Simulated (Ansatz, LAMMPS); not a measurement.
**Relaxing amorphous polyacrylonitrile (as short chains C14N4H18), from a frame at 440 K (108 atoms)**

Aim: bring amorphous polyacrylonitrile (as short chains C14N4H18), from a frame at 440 K (108 atoms) to a nearby minimum of the energy and see what moves.

Program: Ansatz 0.2.0. Level of theory: Kohn-Sham DFT, RPBE+D3(BJ), PAW (set soft_2), plane waves. Results are calculated unless marked as measured.

### Step 1. The structure

The cell holds 108 atoms: 42 C, 12 N and 54 H. Cell: a = 10.571 Å, b = 10.571 Å, c = 10.571 Å, α = 90.0°, β = 90.0°, γ = 90.0°. 3 polyacrylonitrile chains of 4 units with methyl end groups placed at random, at 1.02 g/cm³; overlaps pushed apart, then 20 ps at 800 K with MMFF94 bonds, angles, torsions, charges and radii (Halgren, J. Comput. Chem. 17, 490 (1996)) in harmonic and 12-6 forms. Snapshot after 30 ps at 440 K and fixed volume.

Before any run, some limits are plain. The network of contacts between molecules at the start is that of the classical potential that made the cell. The density was typed from a rule of thumb and may lie off the real one at this temperature. Sampling is at Γ alone, for a cell whose shortest periodic width is 11 Å.

### Step 2. The classical run that made the cell

A classical potential makes the cell, at a small fraction of what the same run would cost in DFT.

This step: classical MD, MMFF94 bonds, angles, torsions, charges and radii (Halgren, J. Comput. Chem. 17, 490 (1996)) in harmonic and 12-6 forms; charges of ions scaled by 0.8 (LAMMPS 22 Jul 2025 - Update 4).

Contents of in.lmp:

```
# amorphous polyacrylonitrile
units real
atom_style full
boundary p p p
bond_style harmonic
angle_style harmonic
dihedral_style opls
improper_style harmonic
special_bonds lj 0 0 0.5 coul 0 0 0.75
read_data data.lmp
neigh_modify delay 0 every 1 check yes one 4000
comm_modify cutoff 12.0
timestep 0.5
thermo_style custom step time temp pe press density
thermo_modify norm yes
# push overlapping molecules apart
pair_style soft 2.6
pair_coeff * * 0.0
variable a equal ramp(1,60)
fix ad all adapt 1 pair soft a * * v_a
velocity all create 800 652225 mom yes dist gaussian
fix lim all nve/limit 0.03
fix lan all langevin 800 800 50 652226 zero yes
thermo 1000
run 3000 post no
unfix ad
pair_style lj/cut/coul/long 9.0
pair_modify mix arithmetic tail yes
pair_coeff 1 1 0.0678 3.3680   # C
pair_coeff 2 2 0.0678 3.5530   # C
pair_coeff 3 3 0.0721 3.3270   # N
pair_coeff 4 4 0.0216 2.5400   # H
kspace_style pppm 1.0e-4
thermo 100
# [... 16 lines left out ...]
compute msd all msd com yes
thermo 7500
fix md all nvt temp 440 440 100
run 30000 post no
print "== T440: mean square displacement over the hold $(c_msd[4]:%.2f) A^2"
unfix md
uncompute msd
write_dump all custom T440.dump id type xs ys zs modify sort id
```

Launch:

```sh
> lmp -in in.lmp -log none -nocite
```

Numbers of over 12 decimals in the logs are rounded to 6 here.

The program printed:

```text
LAMMPS (22 Jul 2025 - Update 4)
Reading data file ...
  orthogonal box = (0 0 0) to (10.57077 10.57077 10.57077)
  108 atoms
  orthogonal box = (0 0 0) to (10.57077 10.57077 10.57077)
  105 bonds
  192 angles
  243 dihedrals
   Step          Time           Temp          PotEng         Press         Density
         0   0              800            0.5788615     -10213.337      1.021999
      1000   500            616.53575      2.3965775      9706.9316      1.021999
      2000   1000           629.18206      2.3858217      9640.6515      1.021999
      3000   1500           590.23987      2.3259959      30456.268      1.021999
WARNING: Bond/angle/dihedral extent > half of periodic box length
Loop time of 0.262178 s on 1 MPI rank(s) for 3000 steps with 108 atoms
PPPM initialization ...
  G vector (1/distance) = 0.2742898
  grid = 5 5 5
  estimated relative force accuracy = 3.4154712e-05
WARNING: Bond/angle/dihedral extent > half of periodic box length
   Step          Time           Temp          PotEng         Press         Density
      3000   1500           590.23987      1.7737337      23968.81       1.021999
      3100   1550           590.23987     -0.77284828     10259.411      1.021999
      3200   1600           590.23987     -0.90366683     9040.9878      1.021999
[... 11 lines left out ...]
      2000   1000           541.16364      0.97572164     7009.841       1.021999
WARNING: Bond/angle/dihedral extent > half of periodic box length
Loop time of 0.7726 s on 1 MPI rank(s) for 2000 steps with 108 atoms
WARNING: Bond/angle/dihedral extent > half of periodic box length
   Step          Time           Temp          PotEng         Press         Density
      2000   1000           541.16364      0.97572164     7009.841       1.021999
[... 5 lines left out ...]
WARNING: Bond/angle/dihedral extent > half of periodic box length
Loop time of 7.7035 s on 1 MPI rank(s) for 20000 steps with 108 atoms
WARNING: Bond/angle/dihedral extent > half of periodic box length
   Step          Time           Temp          PotEng         Press         Density
[... 4 lines left out ...]
Loop time of 7.55474 s on 1 MPI rank(s) for 20000 steps with 108 atoms
   Step          Time           Temp          PotEng         Press         Density
[... 2 lines left out ...]
     52500   51500          470.38368      0.29070449     12811.218      1.021999
     60000   59000          461.0932       0.23565061     2769.2979      1.021999
     67500   66500          359.37731      0.14422231    -1836.523       1.021999
     72000   71000          444.5042       0.25029428    -1647.6424      1.021999
WARNING: Bond/angle/dihedral extent > half of periodic box length
Loop time of 11.2432 s on 1 MPI rank(s) for 30000 steps with 108 atoms
== T440: mean square displacement over the hold 1.19 A^2
```

Elapsed: 28 s, on 1 thread of Arm Neoverse V2, shared host; peak memory 0.12 GiB.

The input also reads data.lmp (atoms, bonds and types; not printed here).

### Step 3. Single point at the start

A single point comes first, to see the forces before anything moves.

Contents of input.yaml:

```yaml
crystal:
  lattice:
    - [10.57077, 0.0, 0.0]
    - [0.0, 10.57077, 0.0]
    - [0.0, 0.0, 10.57077]
  atoms:
    - { symbol: C, position: [0.26433, 0.03804, 0.86489] }
    - { symbol: C, position: [0.18297, 0.09848, 0.96745] }
    - { symbol: C, position: [0.1832, 0.00919, 0.07216] }
    - { symbol: C, position: [0.30653, 0.0176, 0.13703] }
    - { symbol: "N", position: [0.40175, 0.0238, 0.19339] }
    - { symbol: C, position: [0.07895, 0.03468, 0.17929] }
    - { symbol: C, position: [0.94481, 0.00876, 0.13043] }
    - { symbol: C, position: [0.84655, 0.05464, 0.21952] }
    - { symbol: "N", position: [0.75753, 0.08533, 0.2816] }
    - { symbol: C, position: [0.92713, 0.86255, 0.09816] }
    - { symbol: C, position: [0.84293, 0.86026, 0.97616] }
    - { symbol: C, position: [0.93006, 0.83854, 0.86861] }
    - { symbol: "N", position: [0.00153, 0.82664, 0.78749] }
    - { symbol: C, position: [0.75989, 0.74123, 0.98013] }
    - { symbol: C, position: [0.65072, 0.73618, 0.8904] }
    - { symbol: C, position: [0.5357, 0.70471, 0.96058] }
    - { symbol: "N", position: [0.44256, 0.67532, 0.00721] }
    - { symbol: C, position: [0.65714, 0.63475, 0.7815] }
    - { symbol: H, position: [0.2326, 0.94544, 0.82997] }
    - { symbol: H, position: [0.27379, 0.10107, 0.78438] }
    - { symbol: H, position: [0.36003, 0.02156, 0.90875] }
    - { symbol: H, position: [0.21168, 0.19508, 0.98707] }
    - { symbol: H, position: [0.08625, 0.10641, 0.92749] }
    - { symbol: H, position: [0.1686, 0.91611, 0.028] }
    - { symbol: H, position: [0.09856, 0.98285, 0.26867] }
    - { symbol: H, position: [0.0778, 0.13693, 0.20766] }
    - { symbol: H, position: [0.93397, 0.06429, 0.04487] }
    - { symbol: H, position: [0.01523, 0.81742, 0.0807] }
    - { symbol: H, position: [0.8715, 0.81519, 0.16722] }
    - { symbol: H, position: [0.78299, 0.95229, 0.97122] }
    - { symbol: H, position: [0.71798, 0.73618, 0.06807] }
    - { symbol: H, position: [0.82148, 0.65531, 0.97155] }
    - { symbol: H, position: [0.64681, 0.82666, 0.84114] }
    - { symbol: H, position: [0.7474, 0.61136, 0.75584] }
    - { symbol: H, position: [0.6047, 0.64915, 0.69418] }
    - { symbol: H, position: [0.61712, 0.54317, 0.81645] }
    - { symbol: C, position: [0.46022, 0.96949, 0.58609] }
    - { symbol: C, position: [0.42673, 0.94686, 0.44729] }
    - { symbol: C, position: [0.34894, 0.82699, 0.4279] }
    - { symbol: C, position: [0.44062, 0.73122, 0.4075] }
    - { symbol: "N", position: [0.52421, 0.66275, 0.4118] }
    - { symbol: C, position: [0.25352, 0.79409, 0.5284] }
    - { symbol: C, position: [0.16345, 0.67414, 0.51869] }
    - { symbol: C, position: [0.09992, 0.66783, 0.39121] }
    - { symbol: "N", position: [0.04524, 0.66467, 0.29752] }
    - { symbol: C, position: [0.22502, 0.54642, 0.55023] }
    - { symbol: C, position: [0.29974, 0.53213, 0.66962] }
    - { symbol: C, position: [0.3529, 0.40758, 0.67444] }
    - { symbol: "N", position: [0.39994, 0.31339, 0.70357] }
    - { symbol: C, position: [0.22506, 0.56341, 0.78987] }
    - { symbol: C, position: [0.08427, 0.51656, 0.79544] }
    - { symbol: C, position: [0.08974, 0.38505, 0.77252] }
    - { symbol: "N", position: [0.09661, 0.2757, 0.75229] }
    - { symbol: C, position: [0.0404, 0.52059, 0.93408] }
    - { symbol: H, position: [0.5081, 0.05256, 0.58098] }
    - { symbol: H, position: [0.51586, 0.89008, 0.62701] }
    - { symbol: H, position: [0.37297, 0.98993, 0.64685] }
    - { symbol: H, position: [0.51336, 0.94873, 0.38835] }
    - { symbol: H, position: [0.37095, 0.03124, 0.41094] }
    - { symbol: H, position: [0.30365, 0.82502, 0.33691] }
    - { symbol: H, position: [0.19215, 0.87955, 0.53132] }
    - { symbol: H, position: [0.30981, 0.77718, 0.61187] }
    - { symbol: H, position: [0.08665, 0.70411, 0.5878] }
    - { symbol: H, position: [0.29742, 0.53146, 0.47573] }
    - { symbol: H, position: [0.1501, 0.47209, 0.54207] }
    - { symbol: H, position: [0.38413, 0.5915, 0.6687] }
    - { symbol: H, position: [0.21272, 0.6621, 0.78783] }
    - { symbol: H, position: [0.28433, 0.52783, 0.86791] }
    - { symbol: H, position: [0.015, 0.571, 0.74291] }
    - { symbol: H, position: [0.95344, 0.46597, 0.95104] }
    - { symbol: H, position: [0.11991, 0.49633, 0.99208] }
    - { symbol: H, position: [0.01668, 0.60996, 0.96085] }
    - { symbol: C, position: [0.88844, 0.96698, 0.52655] }
    - { symbol: C, position: [0.89633, 0.10945, 0.55124] }
    - { symbol: C, position: [0.77642, 0.17104, 0.58456] }
    - { symbol: C, position: [0.72023, 0.12228, 0.70807] }
    - { symbol: "N", position: [0.6733, 0.09359, 0.80492] }
    - { symbol: C, position: [0.78082, 0.32421, 0.58748] }
    [... 24 atom lines left out ...]
    - { symbol: H, position: [0.55026, 0.53678, 0.21226] }
    - { symbol: H, position: [0.64666, 0.50134, 0.08036] }
    - { symbol: H, position: [0.54522, 0.28399, 0.22487] }
    - { symbol: H, position: [0.56134, 0.3564, 0.93991] }
    - { symbol: H, position: [0.66498, 0.22698, 0.00716] }
    - { symbol: H, position: [0.50617, 0.21943, 0.9806] }
kpoints:
  mp_grid: { grid: [1, 1, 1] }
hamiltonian:
  xc: rpbe
  dispersion: d3bj
scf:
  occupations: { method: fixed }
output:
  forces: true
  stress: true
  populations: true
  dos:
    method: { smearing: { sigma: 0.15 } }
    de: 0.1
    projected: { site_lists: { C: [C], H: [H], "N": ["N"] } }
  eigenvalues: true
```

Launch:

```sh
> ansatz run input.yaml --threads 4 --pin off --max-ram 8192MiB --backend cpu --events-out ev --progress --plain --runs-dir out
```

The program printed:

```text
Engine: ansatz 0.2.0, aarch64-unknown-linux-gnu
Pseudopotentials: kind: paw
Pseudopotential: C, paw, valence charge 4, recommended cutoff 420 eV (normal), C.paw.azcp
Pseudopotential: N, paw, valence charge 5, recommended cutoff 420 eV (normal), N.paw.azcp
Pseudopotential: H, paw, valence charge 1, recommended cutoff 420 eV (normal), H.paw.azcp
[... 5 lines on functional and potentials left out ...]
Crystal: 108 atoms, lattice volume = 1181.190 Å³
Basis set: ecut = 420 eV, 23031 PW (Γ), exchange–correlation on 144×144×144 points (8 copies of the dense FFT grid, shifted against one another)
Bands: 249, of which v1, the nominal top of the filled ones, is band 141 counted from 1 (140 counted from 0)
Symmetry: 1 space group operations
Space group: P1 (ITA 1), of the structure as read, at distance tolerance 1.1e-4 Å
k-points: 1
[... 9 lines on functional and potentials left out ...]
Initial density: superposition of atomic densities (neutral atoms: chi_scale 0, normalization atom), corrected by the library's trained network
Initial wavefunctions: pseudopotential atomic-orbital guess
Functional: x = rpbe, c = pbe(β = 0.066725)
SCF iter   1: F=—  HF=-16099.186352 eV  |F-HF|=—  |Δ(HF+E_count)|=         —  Δρ=6.81e-3  dr2=7.63e-1  ethr=1.77e-3  ⟨swp⟩=5.0  Hψ=870  notcnv=0  defer=106
preconditioner: auto → Resta (q_TF=auto, 2.149 Å⁻¹)  ε∞=2.4  [insulator: Δε(μ)=6.086 eV  Ē_g=15.116 eV  n_scr=202 (ndim 8)  ℏωp=18.1 eV  f_vac=0.222  ε∞_Penn≈2.4]
SCF iter   2: F=—  HF=-16099.105221 eV  |F-HF|=—  |Δ(HF+E_count)|=   8.11e-2  Δρ=3.69e-3  dr2=1.79e-1  ethr=2.70e-4  ⟨swp⟩=2.0  Hψ=428  notcnv=0  defer=106
SCF iter   3: F=—  HF=-16099.094637 eV  |F-HF|=—  |Δ(HF+E_count)|=   1.06e-2  Δρ=1.98e-3  dr2=6.36e-2  ethr=6.36e-5  ⟨swp⟩=3.0  Hψ=289  notcnv=0  defer=106
SCF iter   4: F=—  HF=-16099.087443 eV  |F-HF|=—  |Δ(HF+E_count)|=   7.19e-3  Δρ=5.99e-4  dr2=5.98e-3  ethr=2.26e-5  ⟨swp⟩=3.0  Hψ=283  notcnv=0  defer=106
SCF iter   5: F=—  HF=-16099.086013 eV  |F-HF|=—  |Δ(HF+E_count)|=   1.43e-3  Δρ=3.53e-4  dr2=1.74e-3  ethr=2.12e-6  ⟨swp⟩=3.0  Hψ=283  notcnv=0  defer=106
SCF iter   6: F=—  HF=-16099.085667 eV  |F-HF|=—  |Δ(HF+E_count)|=   3.46e-4  Δρ=1.59e-4  dr2=3.52e-4  ethr=6.19e-7  ⟨swp⟩=2.0  Hψ=286  notcnv=0  defer=106
SCF iter   7: F=—  HF=-16099.085575 eV  |F-HF|=—  |Δ(HF+E_count)|=   9.20e-5  Δρ=4.78e-5  dr2=3.45e-5  ethr=1.25e-7  ⟨swp⟩=2.0  Hψ=281  notcnv=0  defer=106
SCF iter   8: F=—  HF=-16099.086700 eV  |F-HF|=—  |Δ(HF+E_count)|=   1.12e-3  Δρ=2.91e-5  dr2=1.27e-5  ethr=1.22e-8  ⟨swp⟩=2.0  Hψ=388  notcnv=0  defer=105
SCF iter   9: F=—  HF=-16099.086698 eV  |F-HF|=—  |Δ(HF+E_count)|=   2.60e-6  Δρ=6.95e-6  dr2=4.87e-7  ethr=4.51e-9  ⟨swp⟩=2.0  Hψ=284  notcnv=0  defer=105
SCF iter  10: F=—  HF=-16099.086698 eV  |F-HF|=—  |Δ(HF+E_count)|=   5.35e-9  Δρ=2.82e-6  dr2=1.07e-7  ethr=3.55e-11  ⟨swp⟩=17.0  Hψ=1804  notcnv=0
SCF iter  11: F=-16099.086698 eV  HF=-16099.086698 eV  |F-HF|=4.67e-8  |Δ(HF+E_count)|=   2.22e-8  Δρ=1.88e-6  dr2=5.08e-8  ethr=3.55e-11  ⟨swp⟩=5.0  Hψ=837  notcnv=0
SCF 1 converged in 11 iterations: F = -16099.086698 eV  dr2 = 5.08e-8
  greatest PAW one-centre occupation: 0.849 electrons in one spin orbital (limit 2), on the N atom at site 80 (counted from 0), in its partial waves of l = 0
SCF converged after 11 iterations
Free energy (F): -16099.086698 eV
Harris-Foulkes:  -16099.086698 eV  (|F-HF|=4.67e-8)
Internal energy: -16099.086698 eV  (E = F + TS)
E sigma→0 (E₀):  -16099.086698 eV
Fermi energy:    -2.042455 eV
--- Per-component energies (eV) ---
  E_band       = -2085.927602
  E_kinetic    = 6096.820748
  E_local      = -18036.849712  (includes V_loc(G=0)·N_el)
  E_nonlocal   = 1780.608251
  E_hartree    = 6312.678722
  E_xc         = -3224.120625
  E_vxc        = -4020.845261  (∫ρ·V_xc dr)
  E_paw        = -5793.883686  (= ΣΔE_a)
  E_vpaw       = -530.944318  (= ΣTr[D̂ρ^β])
  E_aug_tail   = -0.074525  (compensation charges beyond the density's cutoff)
  E_ewald      = -3215.287139
  E_disp       = -18.137039  (pairwise vdW)
  E_core_change = -0.841694  (= ΣΔE_core)
  E_smearing   = -0.000000  (= −TS)
  E_closure    = -0.000000  (closes the sum)
  Σ components = -16099.086698   (vs F -16099.086698, Δ=0.00e0)
--- Forces (eV/Å), atoms counted from 1 ---
  atom   1  C      1.44233657     0.24938491     0.15098239
  atom   2  C     -1.19239783     0.47432820    -2.69862659
  atom   3  C     -0.64448729    -0.24361807     3.11401084
  atom   4  C      0.34506610    -0.67169151     0.31107680
  atom   5  N     -0.58575883     0.19831729    -0.85785201
  atom   6  C      0.34408498     0.93217399     0.37395878
  atom   7  C      0.45675663    -1.17454506     0.87059915
  atom   8  C     -2.06925722     0.23820956     0.70596314
  atom   9  N      2.29841691    -0.71093764    -1.56990421
  atom  10  C     -1.57380314     2.52527505    -1.08240716
  atom  11  C      0.04802061    -0.20080346    -0.27652358
  atom  12  C     -1.65650405     1.60149675     1.33190967
  atom  13  N      1.24917003    -0.49636179    -1.23081940
  atom  14  C      1.58104759    -0.90865832    -0.85520939
[...]
atom 107  H     -1.11773930     1.76133733    -0.12244939
  atom 108  H     -1.07089437    -0.88190121     0.14487284
  max |Σ_I F_I| component: 2.00e-4 eV/Å
--- Stress (GPa, compression-positive) ---
        0.742750       0.313628       0.015634
        0.313628       1.469816      -0.779307
        0.015634      -0.779308       2.440681
  P = ⅓ Tr σ = 1.5511 GPa (15.511 kbar)
--- Band table (eV) ---
  k-point 0: bands = ["-18.0375", "-18.0139", "-17.8230", "-17.7528", [... 233 levels ...], "10.3391", "10.4266", "10.4388", "10.5046", "10.5757", "10.6504", "10.6747", "10.6984", "10.7922", "10.8241", "10.8932", "10.9409"]
--- Löwdin populations: 108 sites ---
  site symbol       q [e]
     0      C      4.4361
     1      C      4.2417
     2      C      4.1115
[...]
107      H      0.7733
  spilling = 0.013101 (of n_electrons = 282.000000)
```

Elapsed: 11 s, on 4 threads of Arm Neoverse V2, shared host; peak memory 1.2 GiB; 43 s of CPU time.

Numbers from this run:

```
free energy                                      : -16099.0867 eV
free energy per atom                             : -149.0656 eV/atom
SCF cycles                                       : 11
pressure                                         : 1.551 GPa
r.m.s. force component                           : 1.085 eV/Å
longest force                                    : 4.903 eV/Å
Fermi energy                                     : -2.042 eV
gap (highest filled to lowest empty level) : 5.93 eV
spilling of the projection                       : 0.0131
```

The r.m.s. force component of 1.1 eV/Å and the pressure of 1.6 GPa set the starting point.

Neighbours are counted within 1.34 Å (H-C), 1.85 Å (C-C), 1.62 Å (C-N).

Length of the force by element and coordination:

```tsv
element	coordination	atoms	mean length of the force (eV/Å)	spread	least	most
C	all	42	2.15	1.02	0.345	4.90
C	2	12	2.10	0.951	0.629	3.35
C	4	30	2.16	1.05	0.345	4.90
H	all	54	1.13	0.724	0.283	3.34
N	all	12	1.89	0.594	1.06	2.92
```

[end of part 1 of 3]

[Logs are printed without paths, hosts, clocks, repeated set-up lines and the standing remarks that a program may print on its own settings, such as how far it seeks lower states.]

[Hosts, paths, dates, database ids (printed as entryN), source tags and the programs' standing remarks are cut or masked in the printed files.]

[The MMFF94 radii named for the starting cell were scaled by 0.96; in molecules described by MMFF94, hydrogen bound to N, O or S took a small fixed 12-6 site in their place.]
